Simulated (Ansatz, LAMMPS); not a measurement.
## Finding the fault: glassy 67P2O5-33MgO (mol %) (80 atoms)

Program: Ansatz 0.2.0. The cell: 20 P, 5 Mg and 55 O.

input.yaml

```yaml
crystal:
  lattice:
    - [10.7052, 0.0, 0.0]
    - [0.0, 10.7052, 0.0]
    - [0.0, 0.0, 10.7052]
  atoms:
    - { symbol: P, position: [0.1115, 0.72465, 0.05747] }
    - { symbol: P, position: [0.03649, 0.18531, 0.70716] }
    - { symbol: P, position: [0.66448, 0.16342, 0.90191] }
    - { symbol: P, position: [0.65601, 0.41607, 0.55274] }
    - { symbol: P, position: [0.4178, 0.75828, 0.68007] }
    - { symbol: P, position: [0.54744, 0.15902, 0.63922] }
    - { symbol: P, position: [0.85247, 0.9416, 0.93789] }
    - { symbol: P, position: [0.50064, 0.18332, 0.14175] }
    - { symbol: P, position: [0.83767, 0.06853, 0.27518] }
    - { symbol: P, position: [0.16114, 0.33048, 0.49368] }
    - { symbol: P, position: [0.01424, 0.54783, 0.38758] }
    - { symbol: P, position: [0.38239, 0.63848, 0.12545] }
    - { symbol: P, position: [0.68938, 0.95238, 0.49572] }
    - { symbol: P, position: [0.49486, 0.55024, 0.86517] }
    - { symbol: P, position: [0.09889, 0.95069, 0.24704] }
    - { symbol: P, position: [0.7733, 0.56777, 0.77222] }
    - { symbol: P, position: [0.93219, 0.50994, 0.11191] }
    - { symbol: P, position: [0.07726, 0.34688, 0.94418] }
    [... 56 atom lines left out ...]
    - { symbol: O, position: [0.24772, 0.67696, 0.08493] }
    - { symbol: O, position: [0.43379, 0.64469, 0.77361] }
    - { symbol: O, position: [0.44874, 0.5948, 0.99815] }
    - { symbol: O, position: [0.10001, 0.2599, 0.60049] }
    - { symbol: O, position: [0.74076, 0.27568, 0.91103] }
    - { symbol: O, position: [0.33384, 0.8622, 0.73428] }
kpoints:
  mp_grid: { grid: [1, 1, 1] }
hamiltonian:
  xc: pbe
scf:
  occupations: { method: fixed }
  eigensolver: { kind: { support_functions: { accuracy: medium, radius: 3.19 } } }
  max_iter: 150
output:
  forces: true
  eigenvalues: true
```

The run is started by

```
> ansatz run input.yaml --threads 4 --pin off --max-ram 8192MiB --backend cpu --events-out ev --progress --plain --runs-dir out
```

The program printed:

```text
Warning: scf.eigensolver.kind.support_functions: disabling space-group detection — the functions' gradient is summed over unrotated k-points, so no spatial operation reduces the k-mesh or symmetrises the density; time reversal is kept, so that k and −k are solved as one point where they differ and the mesh holds both, and exact exchange and, on two spinor components, a DFT+U term hold to it where the run has them: [...]
Warning: basis.ecutwfc = 464 eV, auto-derived: no grid that the accuracy of the support functions lays serves the files at the lower one that their records recommend; a deck with other species or settings can derive another value
settings of this run that can trade accuracy for cost: scf.eigensolver.kind.support_functions [...]
Engine: ansatz 0.2.0, aarch64-unknown-linux-gnu
Pseudopotentials: kind: paw
Pseudopotential: P, paw, valence charge 5, recommended cutoff 420 eV (normal), P.paw.azcp
Pseudopotential: Mg, paw, valence charge 10, recommended cutoff 420 eV (normal), Mg.paw.azcp
Pseudopotential: O, paw, valence charge 6, recommended cutoff 420 eV (normal), O.paw.azcp
[... 5 lines on functional and potentials left out ...]
Error: SCF: the radius of support functions is under 3.57 Å, the least for these sites at the functions' level (scf.eigensolver.kind.support_functions.accuracy). Use scf.eigensolver.kind: auto, or type scf.eigensolver.kind.support_functions.radius at least as long, [...]
```

The job ended after 4.6 s (4 threads of Arm Neoverse V1, shared host; peak memory 0.28 GiB; 14 s of CPU time).

What is at fault here, and what would mend it?

A radius under the least that the level allows: support_functions.radius = 3.19.

The fix is to use a longer radius.

The run ended with an error.

[Long decimals in the printed logs are rounded to 6 places.]

[Logs are printed without paths, hosts, clocks, repeated set-up lines and the standing remarks that a program may print on its own settings, such as how far it seeks lower states.]

[Hosts, paths, dates, database ids (printed as entryN), source tags and the programs' standing remarks are cut or masked in the printed files.]
